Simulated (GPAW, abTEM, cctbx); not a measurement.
# TiBeGa: the scripts behind a bonding study

Short scripts, each with its output. The start was made by putting kin elements into a known structure type; the compound need not exist, or be stable, in this form.

**1. Build the all-electron density and subtract free atoms**

```text
cell
1.0
     0.000000000    0.000000000    2.987784820
     3.966161990    0.000000000    0.000000000
    -1.983080990    3.434797040    0.000000000
Ga Ti Be
1 1 1
Direct
0.500000000 0.666666670 0.333333330
0.000000000 0.000000000 0.000000000
0.500000000 0.333333330 0.666666670
```

```python
import numpy as np
from ase.io import read
from ase.units import Bohr
from gpaw import GPAW, PW, FermiDirac
from gpaw.calculator import GPAW as OldGPAW
from gpaw.mpi import serial_comm, world
from scipy.special import erfc
from scipy.spatial import cKDTree

atoms = read("cell.vasp")
atoms.calc = GPAW(mode=PW(450), xc="PBE", kpts={"size": (8, 7, 7), "gamma": True},
                 occupations=FermiDirac(0.1), maxiter=120, symmetry={"tolerance": 1e-5}, txt="scf.txt")
atoms.get_potential_energy()
rho = atoms.calc.get_all_electron_density(gridrefinement=2)
moments = atoms.get_magnetic_moments() if atoms.calc.get_number_of_spins() == 2 else np.zeros(len(atoms))
total = atoms.get_magnetic_moment() if moments.any() else 0.0
if world.rank == 0:
    free = OldGPAW(mode=PW(450), xc="PBE", txt=None, communicator=serial_comm)
    neutral = atoms.copy()
    neutral.set_initial_magnetic_moments(None)
    free.initialize(neutral)
    free.set_positions(neutral)
    drho = rho - free.get_all_electron_density(gridrefinement=2)
    # GPAW starts from confined atoms: exchange their smooth part for that of the datasets' free atoms
    h = np.stack(np.meshgrid(*[np.fft.fftfreq(n, 1 / n) for n in drho.shape], indexing="ij"), -1)
    gabs = np.linalg.norm(h @ atoms.cell.reciprocal(), axis=-1)
    tails = np.fft.fftn(free.get_pseudo_density(gridrefinement=2))
    g, form, v0 = np.linspace(0, gabs.max(), 1500), {}, 0
    for e in set(atoms.symbols):
        idx = atoms.symbols.search(e)
        d = free.setups[idx[0]].data
        r, w = d.rgd.r_g * Bohr, d.rgd.r_g**2 * d.rgd.dr_g
        j0 = np.sinc(2 * g[:, None] * r)
        smooth = sum(f * p**2 for f, p in zip(d.f_j, d.phit_jg)) + np.sqrt(4 * np.pi) * d.nct_g
        full = sum(f * p**2 for f, p in zip(d.f_j, d.phi_jg)) + np.sqrt(4 * np.pi) * d.nc_g
        phase = sum(np.exp(-2j * np.pi * h @ s) for s in atoms.get_scaled_positions()[idx])
        tails -= np.interp(gabs, g, j0 @ (smooth * w)) * phase * drho.size / atoms.get_volume()
        form[e] = j0 @ (full * w)
        v0 += 2 * np.pi / 3 * 14.3996 * (full * w * r**2).sum() * len(idx)  # V A^3
    tails *= 0.5 * erfc((gabs - 1.8) / 0.25)  # the tails differ at long wavelengths alone
    drho += np.fft.ifftn(tails).real  # crystal minus superposed spherical free atoms
    np.save("drho.npy", drho)
    dv = atoms.get_volume() / drho.size
    print("grid", drho.shape, " electrons %.3f" % (rho.sum() * dv), " moved by bonding %.3f e" % (abs(drho).sum() * dv / 2))
    pts = np.indices(drho.shape).reshape(3, -1).T / drho.shape @ atoms.cell
    shifts = (np.indices((3, 3, 3)).reshape(3, -1).T - 1) @ atoms.cell
    images = (atoms.positions[None] + shifts[:, None]).reshape(-1, 3)
    dist, idx = cKDTree(images).query(pts, k=4)
    out = drho.ravel()[dist[:, 0] > 0.5]
    print("deformation density beyond 0.5 A of the nuclei: max %.3f, min %.3f e/A^3" % (out.max(), out.min()))
    tie = dist < dist[:, :1] + 1e-4
    q = -np.bincount((idx % len(atoms))[tie], (drho.ravel()[:, None] / tie.sum(1, keepdims=True) * tie)[tie], len(atoms)) * dv
    print("atom        x       y       z   Voronoi charge  moment")
    for a, s, c, m in zip(atoms, atoms.get_scaled_positions(), q, moments):
        print("%-2s%-3d %7.4f %7.4f %7.4f %10.3f %10.2f" % (a.symbol, a.index + 1, *s, c, m))
    np.savez("free.npz", g=g, **form)
    print("mean inner potential of superposed free atoms %.3f V" % (v0 / atoms.get_volume()))
    print("total magnetic moment %.3f muB" % total)
```

```console
$ OMP_NUM_THREADS=1 mpirun -n 4 gpaw python run.py > gpaw.log
```

```text
grid (30, 40, 40)  electrons 57.000  moved by bonding 0.410 e
deformation density beyond 0.5 A of the nuclei: max 0.054, min -0.078 e/A^3
atom        x       y       z   Voronoi charge  moment
Ga1    0.5000  0.6667  0.3333      0.035       0.00
Ti2    0.0000  0.0000  0.0000      0.103       0.00
Be3    0.5000  0.3333  0.6667     -0.138       0.00
mean inner potential of superposed free atoms 21.633 V
total magnetic moment 0.000 muB
```

Time: 5.7 s on 4 cores of Arm Neoverse V1 (shared host), peak memory 0.62 GiB.

**2. Fourier-transform the difference**

```python
from cctbx import adptbx, crystal, miller, xray
from cctbx.eltbx import tiny_pse
import numpy as np

cs = crystal.symmetry(unit_cell=(3.9662, 3.9662, 2.9878, 90, 90, 120), space_group_symbol='Hall: P -6 2')  # P-6m2
atoms = [  # label, site, U (iso, or U11 U22 U33 U12 U13 U23 in A^2), occupancy
    ("Ga1", (2/3, 1/3, 0.5), 0.0000, 1),
    ("Ti1", (0, 0, 0), 0.0000, 1),
    ("Be1", (1/3, 2/3, 0.5), 0.0000, 1),
]
xs = xray.structure(crystal_symmetry=cs)
for label, site, u, occ in atoms:
    u = adptbx.u_cif_as_u_star(cs.unit_cell(), u) if isinstance(u, tuple) else u
    xs.add_scatterer(xray.scatterer(label, site=site, u=u, occupancy=occ))
xs.scattering_type_registry(table="wk1995")
drho = np.load("drho.npy")
T = np.array([[0, 1, 0], [0, 0, 1], [1, 0, 0]])  # conventional axes in terms of the primitive ones
dF = np.fft.ifftn(drho) * 40.70248  # electrons a conventional cell, indexed by primitive hkl
ms = miller.build_set(cs, anomalous_flag=False, d_min=0.9).sort("resolution")
iam = ms.structure_factors_from_scatterers(xs, algorithm="direct").f_calc()
p1 = xs.expand_to_p1()
z = np.array([tiny_pse.table(sc.scattering_type).atomic_number() for sc in p1.scatterers()])
x = np.array(p1.sites_frac())
free = np.load("free.npz")
print("static structure factors of the conventional cell: F in electrons, V (Mott-Bethe) in volts")
print("   h  k  l      d  |F| table  |F| free   |F| DFT   change   |V| free  |V| DFT  change %")
for h, d, table in list(zip(ms.indices(), ms.d_spacings().data(), iam.data()))[:16]:
    df = dF[tuple(np.rint(np.linalg.solve(T, h)).astype(int))]
    phase = np.exp(2j * np.pi * x @ h)
    f = sum(np.interp(1 / d, free["g"], free[sc.scattering_type]) * p for sc, p in zip(p1.scatterers(), phase))
    fz = (z * phase).sum()
    c = 14.3996 * d * d / (np.pi * cs.unit_cell().volume())
    v0, v1 = abs(fz - f) * c, abs(fz - f - df) * c
    print("%4d%3d%3d %7.4f %9.3f %9.3f %9.3f %8.3f %9.3f %8.3f %8s" % (h + (d, abs(table), abs(f), abs(f + df), abs(f + df) - abs(f), v0, v1, "%.1f" % (100 * (v1 / v0 - 1)) if v0 > 0.02 else "-")))
```

```console
$ python run.py
```

```text
static structure factors of the conventional cell: F in electrons, V (Mott-Bethe) in volts
   h  k  l      d  |F| table  |F| free   |F| DFT   change   |V| free  |V| DFT  change %
   1  0  0  3.4348    21.376    21.373    21.278   -0.095     3.548    3.654      3.0
   0  0  1  2.9878    11.348    11.417    11.707    0.291     1.592    1.300    -18.4
   1  0  1  2.2543    34.341    34.247    34.083   -0.164     6.809    6.902      1.4
   1  1  0  1.9831    39.445    39.317    39.180   -0.137     7.831    7.891      0.8
   2  0  0  1.7174    17.472    17.386    17.364   -0.021     2.222    2.221     -0.0
   1  1  1  1.6523     9.966     9.867     9.835   -0.032     0.963    0.973      1.0
   0  0  2  1.4939    34.289    34.178    34.246    0.068     5.735    5.718     -0.3
   2  0  1  1.4890    28.332    28.240    28.242    0.002     4.457    4.457     -0.0
   1  0  2  1.3699    15.446    15.382    15.384    0.002     1.839    1.841      0.1
   2  1  0  1.2982    14.915    14.860    14.897    0.036     1.750    1.744     -0.3
   1  1  2  1.1932    29.658    29.611    29.643    0.032     4.391    4.386     -0.1
   2  1  1  1.1907    24.447    24.410    24.446    0.035     3.454    3.449     -0.1
   3  0  0  1.1449    28.781    28.744    28.786    0.043     4.171    4.165     -0.2
   2  0  2  1.1271    13.462    13.425    13.454    0.029     1.520    1.517     -0.2
   3  0  1  1.0691     8.073     7.994     8.042    0.047     0.644    0.638     -0.9
   0  0  3  0.9959     7.601     7.530     7.550    0.021     0.611    0.609     -0.4
```

Time: 0.26 s on 1 core of Arm Neoverse V1 (shared host), peak memory 0.08 GiB.

**3. Propagate a plane wave with and without the bonding term**

```python
import abtem
import numpy as np
from ase.build import make_supercell
from ase.io import read

abtem.config.set({"dask.lazy": False, "fft": "fftw", "diagnostics.progress_bar": False})
M = [[0, 0, -1], [0, 2, 1], [1, 0, 0]]  # rows: x, y and beam direction in the primitive cell's axes
unit = make_supercell(read("cell.vasp"), M)
unit.set_cell(list(unit.cell.lengths()) + [90, 90, 90], scale_atoms=True)
unit.positions[:, 2] += 0.7469  # keeps atomic planes off the slice boundaries
unit.wrap()
slab = unit * (1, 1, 204)
print(slab.get_chemical_formula(), "| box %.2f x %.2f x %.2f A" % tuple(slab.cell.lengths()))

# change of the potential by bonding, from the DFT deformation density (Poisson's equation term by term)
drho = np.load("drho.npy")
prim = read("cell.vasp")
h = np.stack(np.meshgrid(*[np.fft.fftfreq(n, 1 / n) for n in drho.shape], indexing="ij"), -1).reshape(-1, 3).astype(int)
g2 = ((h @ prim.cell.reciprocal()) ** 2).sum(1)
keep = (g2 > 0) & (g2 < 2.5**2)
shape = (114, 197, 18)
vg = np.zeros(shape, complex)
hm = h[keep] @ np.array(M).T
move = np.exp(-2j * np.pi * hm[:, 2] * (0.7469 / unit.cell[2, 2] - 0.5 / shape[2]))  # the same shift, sampled at mid-points
vg[tuple(hm.T % np.array(shape)[:, None])] = -14.3996 / np.pi * (np.fft.fftn(drho).ravel() / drho.size)[keep] / g2[keep] * move
dV = np.fft.ifftn(vg).real * vg.size
dV = dV.reshape(114, 197, 2, 9).mean(3) * unit.cell[2, 2] / 2  # V A, projected in each slice
dV = np.tile(dV.transpose(2, 0, 1), (204, 1, 1))


def build(atoms):
    p = abtem.Potential(atoms, gpts=(114, 197), slice_thickness=[slab.cell[2, 2] / 408] * 408,
                        parametrization="lobato", projection="infinite", exit_planes=34).build()
    p.array[:] += BONDING * dV
    return p


def potentials():
    yield build(slab)  # atoms at rest


for label, BONDING in (("IAM", 0.0), ("DFT", 1.0)):
    print("=====", label)
    potential = build(slab)
    print("grid", potential.gpts, "slices", potential.num_slices)
    thickness = potential.exit_thicknesses
    wave = abtem.PlaneWave(energy=200000)
    dp = np.mean([wave.multislice(p).diffraction_patterns(max_angle="valid").array for p in potentials()], axis=0)
    hkl = [(0, 0, 0), (1, 0, 0), (1, 1, 0), (2, 0, 0), (2, 1, 0), (3, 0, 0), (2, 2, 0)]
    nx, ny = dp.shape[-2:]
    print("intensity of each beam, fraction of the incident wave")
    print("  t (A)" + "".join("%9s" % " ".join(map(str, h)) for h in hkl) + "  diffuse    total")
    grid = np.zeros((nx, ny), bool)
    grid[nx // 2 % 1::1, ny // 2 % 1::1] = True
    for t, a in list(zip(thickness, dp))[1:]:
        idx = [np.rint(np.array(M) @ np.linalg.solve([[0, 1, 0], [0, 0, 1], [1, 0, 0]], h)).astype(int) for h in hkl]
        print("%7.1f" % t + "".join("%9.5f" % a[nx // 2 + i[0] * 1, ny // 2 + i[1] * 1] for i in idx) + "%9.4f%9.4f" % (a[~grid].sum(), a.sum()))
```

```console
$ python run.py
```

```text
Be408Ga408Ti408 | box 3.97 x 6.87 x 609.51 A
===== IAM
grid (114, 197) slices 408
intensity of each beam, fraction of the incident wave
  t (A)    0 0 0    1 0 0    1 1 0    2 0 0    2 1 0    3 0 0    2 2 0  diffuse    total
   50.8  0.62665  0.00285  0.01725  0.01165  0.00178  0.00469  0.00234   0.0000   0.9944
  101.6  0.81294  0.01201  0.00709  0.00102  0.00213  0.00056  0.00061   0.0000   0.9915
  152.4  0.58243  0.00663  0.00595  0.01577  0.00127  0.00328  0.00156   0.0000   0.9878
  203.2  0.59131  0.06069  0.00363  0.00402  0.00241  0.00071  0.00050   0.0000   0.9835
  254.0  0.41988  0.03540  0.01582  0.00317  0.00236  0.00372  0.00216   0.0000   0.9812
  304.8  0.43641  0.08215  0.00793  0.00081  0.00120  0.00071  0.00030   0.0000   0.9776
  355.5  0.21813  0.06254  0.02730  0.00722  0.00104  0.00239  0.00151   0.0000   0.9771
  406.3  0.22632  0.09527  0.02126  0.00417  0.00094  0.00075  0.00034   0.0000   0.9753
  457.1  0.10036  0.07814  0.01934  0.01159  0.00047  0.00248  0.00117   0.0000   0.9752
  507.9  0.10476  0.12075  0.01794  0.00026  0.00083  0.00137  0.00077   0.0000   0.9741
  558.7  0.09599  0.08246  0.01406  0.00302  0.00036  0.00142  0.00075   0.0000   0.9733
  609.5  0.10273  0.12942  0.01428  0.00319  0.00291  0.00213  0.00080   0.0000   0.9713
===== DFT
grid (114, 197) slices 408
intensity of each beam, fraction of the incident wave
  t (A)    0 0 0    1 0 0    1 1 0    2 0 0    2 1 0    3 0 0    2 2 0  diffuse    total
   50.8  0.62917  0.00278  0.01672  0.01201  0.00173  0.00469  0.00235   0.0000   0.9944
  101.6  0.81244  0.01112  0.00688  0.00133  0.00224  0.00061  0.00064   0.0000   0.9915
  152.4  0.59389  0.00520  0.00520  0.01618  0.00140  0.00328  0.00156   0.0000   0.9877
  203.2  0.61065  0.05481  0.00281  0.00505  0.00232  0.00065  0.00045   0.0000   0.9834
  254.0  0.44018  0.03278  0.01485  0.00277  0.00238  0.00381  0.00224   0.0000   0.9810
  304.8  0.47868  0.07077  0.00747  0.00066  0.00115  0.00072  0.00031   0.0000   0.9774
  355.5  0.24562  0.05688  0.02451  0.00763  0.00124  0.00219  0.00142   0.0000   0.9767
  406.3  0.26655  0.08710  0.02090  0.00368  0.00103  0.00077  0.00035   0.0000   0.9748
  457.1  0.12468  0.07247  0.01691  0.01199  0.00063  0.00221  0.00105   0.0000   0.9745
  507.9  0.13538  0.11870  0.01647  0.00026  0.00094  0.00121  0.00067   0.0000   0.9733
  558.7  0.10599  0.08199  0.01251  0.00323  0.00015  0.00137  0.00073   0.0000   0.9726
  609.5  0.10845  0.13209  0.01356  0.00256  0.00289  0.00199  0.00074   0.0000   0.9704
```

Time: 12 s.

**4. Rock the beam across one reflection**

```python
import abtem
import numpy as np
from ase.build import make_supercell
from ase.io import read

abtem.config.set({"dask.lazy": False, "fft": "fftw", "diagnostics.progress_bar": False})
M = [[0, 0, -1], [0, 2, 1], [1, 0, 0]]  # rows: x, y and beam direction in the primitive cell's axes
unit = make_supercell(read("cell.vasp"), M)
unit.set_cell(list(unit.cell.lengths()) + [90, 90, 90], scale_atoms=True)
unit.positions[:, 2] += 0.7469  # keeps atomic planes off the slice boundaries
unit.wrap()
slab = unit * (1, 1, 168)
print(slab.get_chemical_formula(), "| box %.2f x %.2f x %.2f A" % tuple(slab.cell.lengths()))

# change of the potential by bonding, from the DFT deformation density (Poisson's equation term by term)
drho = np.load("drho.npy")
prim = read("cell.vasp")
h = np.stack(np.meshgrid(*[np.fft.fftfreq(n, 1 / n) for n in drho.shape], indexing="ij"), -1).reshape(-1, 3).astype(int)
g2 = ((h @ prim.cell.reciprocal()) ** 2).sum(1)
keep = (g2 > 0) & (g2 < 2.5**2)
shape = (89, 153, 18)
vg = np.zeros(shape, complex)
hm = h[keep] @ np.array(M).T
move = np.exp(-2j * np.pi * hm[:, 2] * (0.7469 / unit.cell[2, 2] - 0.5 / shape[2]))  # the same shift, sampled at mid-points
vg[tuple(hm.T % np.array(shape)[:, None])] = -14.3996 / np.pi * (np.fft.fftn(drho).ravel() / drho.size)[keep] / g2[keep] * move
dV = np.fft.ifftn(vg).real * vg.size
dV = dV.reshape(89, 153, 2, 9).mean(3) * unit.cell[2, 2] / 2  # V A, projected in each slice
dV = np.tile(dV.transpose(2, 0, 1), (168, 1, 1))


def build(atoms):
    p = abtem.Potential(atoms, gpts=(89, 153), slice_thickness=[slab.cell[2, 2] / 336] * 336,
                        parametrization="lobato", projection="infinite", exit_planes=84).build()
    p.array[:] += BONDING * dV
    return p


def potentials():
    yield build(slab)  # atoms at rest


for label, BONDING in (("IAM", 0.0), ("DFT", 1.0)):
    print("=====", label)
    potential = build(slab)
    print("grid", potential.gpts, "slices", potential.num_slices)
    thickness = potential.exit_thicknesses
    h = np.array(M) @ np.linalg.solve(np.array([[0, 1, 0], [0, 0, 1], [1, 0, 0]]), [1, 0, 0])
    ix, iy = round(h[0]) * 1, round(h[1]) * 1
    gxy = h[:2] / unit.cell.lengths()[:2]
    along = gxy / np.hypot(*gxy)
    across = np.array([-along[1], along[0]])
    bragg = 500 * abtem.PlaneWave(energy=200000).wavelength * np.hypot(*gxy)
    print("Bragg angle %.3f mrad; beam tilted 55 mrad off the zone axis across the row" % bragg)
    print("dark-field intensity of 1 0 0 against tilt along the row, in Bragg angles")
    print("  t (A)" + "".join("%8.2f" % s for s in [0.2, 0.4, 0.6, 0.8, 1.0, 1.2, 1.4, 1.6, 1.8, 2.0, 2.2, 2.4, 2.6]))
    rows = []
    row = [(n * ix, n * iy) for n in range(-8, 9)]
    for s in [0.2, 0.4, 0.6, 0.8, 1.0, 1.2, 1.4, 1.6, 1.8, 2.0, 2.2, 2.4, 2.6]:
        tilt = -s * bragg * along + 55 * across
        dp = abtem.PlaneWave(energy=200000, tilt=tuple(tilt)).multislice(potential).diffraction_patterns(max_angle="valid").array
        rows.append(dp[:, dp.shape[1] // 2 + ix, dp.shape[2] // 2 + iy])
        if s == 1.0:
            cx, cy = dp.shape[1] // 2, dp.shape[2] // 2
            share = sum(dp[:, cx + i, cy + j] for i, j in row if abs(i) < cx and abs(j) < cy) / dp.sum(axis=(1, 2))
            total = dp.sum(axis=(1, 2))
    for t, a in list(zip(thickness, np.array(rows).T))[1:]:
        print("%7.1f" % t + "".join("%8.4f" % v for v in a))
    print("at the Bragg tilt, share in the row:", share[1:].round(3).tolist(), "total:", total[1:].round(3).tolist())
```

```console
$ python run.py
```

```text
Be336Ga336Ti336 | box 3.97 x 6.87 x 501.95 A
===== IAM
grid (89, 153) slices 336
Bragg angle 3.651 mrad; beam tilted 55 mrad off the zone axis across the row
dark-field intensity of 1 0 0 against tilt along the row, in Bragg angles
  t (A)    0.20    0.40    0.60    0.80    1.00    1.20    1.40    1.60    1.80    2.00    2.20    2.40    2.60
  125.5  0.0733  0.0772  0.0799  0.0816  0.0825  0.0826  0.0818  0.0800  0.0768  0.0727  0.0677  0.0624  0.0569
  251.0  0.1548  0.1649  0.1814  0.1940  0.1977  0.1946  0.1836  0.1695  0.1612  0.1638  0.1739  0.1727  0.1509
  376.5  0.1084  0.1842  0.2300  0.2335  0.2595  0.2388  0.2375  0.1925  0.1154  0.1388  0.1940  0.1778  0.1204
  501.9  0.0112  0.1755  0.2863  0.3926  0.5496  0.3972  0.2976  0.1848  0.0136  0.0629  0.1388  0.0833  0.0363
at the Bragg tilt, share in the row: [0.8379999995231628, 0.8119999766349792, 0.7739999890327454, 0.8130000233650208] total: [0.996999979019165, 0.9909999966621399, 0.984000027179718, 0.9789999723434448]
===== DFT
grid (89, 153) slices 336
Bragg angle 3.651 mrad; beam tilted 55 mrad off the zone axis across the row
dark-field intensity of 1 0 0 against tilt along the row, in Bragg angles
  t (A)    0.20    0.40    0.60    0.80    1.00    1.20    1.40    1.60    1.80    2.00    2.20    2.40    2.60
  125.5  0.0760  0.0799  0.0827  0.0845  0.0854  0.0855  0.0847  0.0828  0.0797  0.0755  0.0705  0.0651  0.0596
  251.0  0.1562  0.1661  0.1823  0.1946  0.1981  0.1952  0.1847  0.1708  0.1627  0.1659  0.1766  0.1760  0.1542
  376.5  0.1041  0.1811  0.2295  0.2363  0.2642  0.2418  0.2373  0.1896  0.1111  0.1344  0.1913  0.1770  0.1209
  501.9  0.0120  0.1784  0.2920  0.4059  0.5692  0.4105  0.3035  0.1876  0.0142  0.0563  0.1327  0.0846  0.0387
at the Bragg tilt, share in the row: [0.8360000252723694, 0.8080000281333923, 0.7730000019073486, 0.8149999976158142] total: [0.996999979019165, 0.9909999966621399, 0.984000027179718, 0.9789999723434448]
```

Time: 27 s.

[Outputs are excerpts: Python notices, other lines and further rows are left out; steps that failed or that the build refused (PBEsol, TPSS) are not shown.]

[Logs are printed without paths, hosts, clocks, repeated set-up lines and the standing remarks that a program may print on its own settings, such as how far it seeks lower states.]
